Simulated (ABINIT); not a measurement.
# How the form of the self-energy moves the gap of TiNF (Pmmn), part 2 of 2

Wanted: the gap of TiNF (Pmmn) under several approximations, with cost.

ABINIT 10.8.3; PBEsol and many-body steps on it, plane waves. Known limits of the many-body steps: not at the basis limit; coarse k mesh.

So far. Step 5 (G0W0, Hybertsen-Louie plasmon pole): Against G0W0 in ABINIT (4×2×1 mesh, 96 bands, screening to 122.5 eV, Godby-Needs plasmon pole), the gap moves by +0.532 eV. Step 6 (G0W0, von der Linden-Horsch plasmon pole): Against G0W0 in ABINIT (4×2×1 mesh, 96 bands, screening to 122.5 eV, Godby-Needs plasmon pole), the gap moves by +0.148 eV.

### Step 7. G0W0, Engel-Farid plasmon pole

Level of this step: G0W0 on PBEsol, plane waves, norm-conserving pseudopotentials (ABINIT).

run.abi reads:

```
acell 3*1.0 Angstrom
rprim 
  3.062004000000 0.000000000000 0.000000000000
  0.000000000000 3.964387000000 0.000000000000
  0.000000000000 0.000000000000 7.870826000000
ntypat 3
znucl 22 7 9
natom 6
typat 1 1 2 2 3 3
xred 
  0.500000000000 0.000000000000 0.895914000000
  0.000000000000 0.500000000000 0.104086000000
  0.500000000000 0.500000000000 0.939316000000
  0.000000000000 0.000000000000 0.060684000000
  0.000000000000 0.000000000000 0.724624000000
  0.500000000000 0.500000000000 0.275376000000
pp_dirpath "pseudos"
pseudos "Ti.upf, N.upf, F.upf"
ecut 38
ngkpt 4 2 1
nshiftk 1
shiftk 0 0 0
kptopt 1
chksymbreak 0
istwfk *1
occopt 1
irdwfk 1
optdriver 4
nband 96
gwcalctyp 0
ecutsigx 38
symsigma 1
nkptgw 1
kptgw 
  0.0000000000 0.0000000000 0.0000000000
bdgw 
  23 26
ecuteps 4.5
irdscr 1
ppmodel 4
indata_prefix "in"
outdata_prefix "out"
tmpdata_prefix "tmp"
```

On the command line:

```
$ OMP_NUM_THREADS=1 mpirun -n 4 abinit run.abi > log
```

Numbers of over 12 decimals in the logs are rounded to 6 here.

The log of the run:

```text
.Version 10.8.3 of ABINIT. v10.8.2 released Aug 2026.

 Symmetries : space group Pm m n (# 59); Bravais oP (primitive ortho.)
[... echo of the input left out ...]
== DATASET  1 ==================================================================
-   mpi_nproc: 4, omp_nthreads: 1 (-1 if OMP is not activated)

--- !DatasetInfo
iteration_state: {dtset: 1, }
dimensions: {natom: 6, nkpt: 6, mband: 96, nsppol: 1, nspinor: 1, nspden: 1, mpw: 7264, }
cutoff_energies: {ecut:  38.0, pawecutdg:  -1.0, }
[...]
24   2.376 -18.173 -20.423   3.002   0.774  -0.293 -17.591   0.582   2.958
       25   3.059 -19.644 -12.296  -5.103   0.774  -0.292 -17.907   1.737   4.796
       26   3.820 -20.336 -12.144  -5.758   0.767  -0.304 -18.469   1.867   5.687

== END DATASET(S) ==============================================================
================================================================================

 -outvars: echo values of variables after computation  --------
           etotal      0.0000000000E+00
            nband          96
             nkpt           6
          spgroup          59
 [... the other variables as echoed above ...]

 Calculation completed.
```

Elapsed: 4.8 s, on 4 MPI ranks of Arm Neoverse V2, shared host; peak memory 0.82 GiB; 19 s of CPU time.

Numbers from this step:

- G0W0 gap on the points computed: 1.838 eV
- starting gap on the mesh: 0.6833 eV
- k of the valence top: 0, 0, 0
- k of the conduction bottom: 0, 0, 0
- least direct G0W0 gap on the computed points: 1.838 eV

Against G0W0 in ABINIT (4×2×1 mesh, 96 bands, screening to 122.5 eV, Godby-Needs plasmon pole), the gap moves by +0.121 eV.

### Step 8. One-shot Hartree-Fock

This step: one-shot Hartree-Fock on PBEsol, plane waves, norm-conserving pseudopotentials.

Changes to run.abi since step 7:

```diff
@@ -28,4 +28,4 @@
 optdriver 4
-nband 96
-gwcalctyp 0
+nband 28
+gwcalctyp 5
 ecutsigx 38
@@ -37,5 +37,4 @@
   23 26
-ecuteps 4.5
-irdscr 1
-ppmodel 4
+ixc_sigma 40
+fftgw 31
 indata_prefix "in"
```

The log of the run:

```text
.Version 10.8.3 of ABINIT. v10.8.2 released Aug 2026.

 Symmetries : space group Pm m n (# 59); Bravais oP (primitive ortho.)
[... echo of the input left out ...]
== DATASET  1 ==================================================================
-   mpi_nproc: 4, omp_nthreads: 1 (-1 if OMP is not activated)

--- !DatasetInfo
iteration_state: {dtset: 1, }
dimensions: {natom: 6, nkpt: 6, mband: 28, nsppol: 1, nspinor: 1, nspden: 1, mpw: 7264, }
cutoff_energies: {ecut:  38.0, pawecutdg:  -1.0, }
[...]
24   2.376 -18.173 -20.423   0.000   1.000   0.000 -20.423  -2.249   0.126
       25   3.059 -19.644 -12.296   0.000   1.000   0.000 -12.296   7.348  10.407
       26   3.820 -20.336 -12.144   0.000   1.000   0.000 -12.144   8.192  12.012

== END DATASET(S) ==============================================================
================================================================================

 -outvars: echo values of variables after computation  --------
           etotal      0.0000000000E+00
            nband          28
             nkpt           6
          spgroup          59
 [... the other variables as echoed above ...]

 Calculation completed.
```

Run time: 3.4 s. Hardware: 4 MPI ranks; peak memory 0.7 GiB.

Numbers from this step:

```yaml
quasiparticle_gap_on_the_points_computed: 10.28 eV
starting_gap_on_the_mesh: 0.6833 eV
k_of_the_valence_top: 0, 0, 0
k_of_the_conduction_bottom: 0, 0, 0
least_direct_quasiparticle_gap_on_the_computed_points: 10.28 eV
```

Against G0W0 in ABINIT (4×2×1 mesh, 96 bands, screening to 122.5 eV, Godby-Needs plasmon pole), the gap moves by +8.564 eV.

### Step 9. The runs together

Times are wall times on 4 MPI ranks of Arm Neoverse V2, shared host, good to a factor of about two. A run's time includes the screening step that it read.

```
                                     run   mesh  bands  screening cutoff (eV)  DFT gap (eV)  gap on the mesh (eV)  direct (eV)  ε∞ used   time
          G0W0, Godby-Needs plasmon pole  4×2×1     96                  122.5         0.683                 1.717        1.717    11.25   28 s
      G0W0, Hybertsen-Louie plasmon pole  4×2×1     96                  122.5         0.683                 2.249        2.249    11.25   28 s
G0W0, von der Linden-Horsch plasmon pole  4×2×1     96                  122.5         0.683                 1.865        1.865    11.25   28 s
          G0W0, Engel-Farid plasmon pole  4×2×1     96                  122.5         0.683                 1.838        1.838    11.25   28 s
                   one-shot Hartree-Fock  4×2×1      -                      -         0.683                10.281       10.281        -  3.4 s
```

### Step 10. Results

| Item | Value |
| --- | --- |
| G0W0, Godby-Needs plasmon pole | 1.717 eV |
| G0W0, Hybertsen-Louie plasmon pole | 2.249 eV |
| G0W0, von der Linden-Horsch plasmon pole | 1.865 eV |
| G0W0, Engel-Farid plasmon pole | 1.838 eV |
| one-shot Hartree-Fock | 10.281 eV |
| known limits | not at the basis limit; coarse k mesh |

In words: G0W0, Hybertsen-Louie plasmon pole: +0.532 eV against G0W0, Godby-Needs plasmon pole. G0W0, von der Linden-Horsch plasmon pole: +0.148 eV against G0W0, Godby-Needs plasmon pole. G0W0, Engel-Farid plasmon pole: +0.121 eV against G0W0, Godby-Needs plasmon pole. One-shot Hartree-Fock: +8.564 eV against G0W0, Godby-Needs plasmon pole. Bare exchange alone opens the gap to 10.28 eV; against G0W0, correlation takes back 8.56 eV. Bands and cutoff are finite, so the gap is not at the basis limit. The miss can reach some tenths of an eV and take either sign; the mesh is an error of its own. In the G0W0 runs levels were corrected at 1 k point alone, so a gap called «on the mesh» is the least over those, and an edge elsewhere would be missed. The 4×2×1 mesh is coarse for this cell, which bears on the long-range parts of exchange and screening.

[Paths, hosts, dates, memory and timing lines, banners, echoed tables and standing remarks are left out of the program output.]

[Logs are printed without paths, hosts, clocks, repeated set-up lines and the standing remarks that a program may print on its own settings, such as how far it seeks lower states.]

[Runs of the session that timed out or met a known fault of the program may be left out.]

[Hosts, paths, dates, database ids (printed as entryN), source tags and the programs' standing remarks are cut or masked in the printed files.]

[G0W0 gaps are taken among the corrected bands and points alone; a level outside them can change the order at an edge.]

[Where Ansatz stands beside ABINIT at settings called matched, ABINIT's density can come from a denser mesh and the files from another edition; pairs whose starting gaps differed by over 0.03 eV were left out, so agreement reads better than it is.]
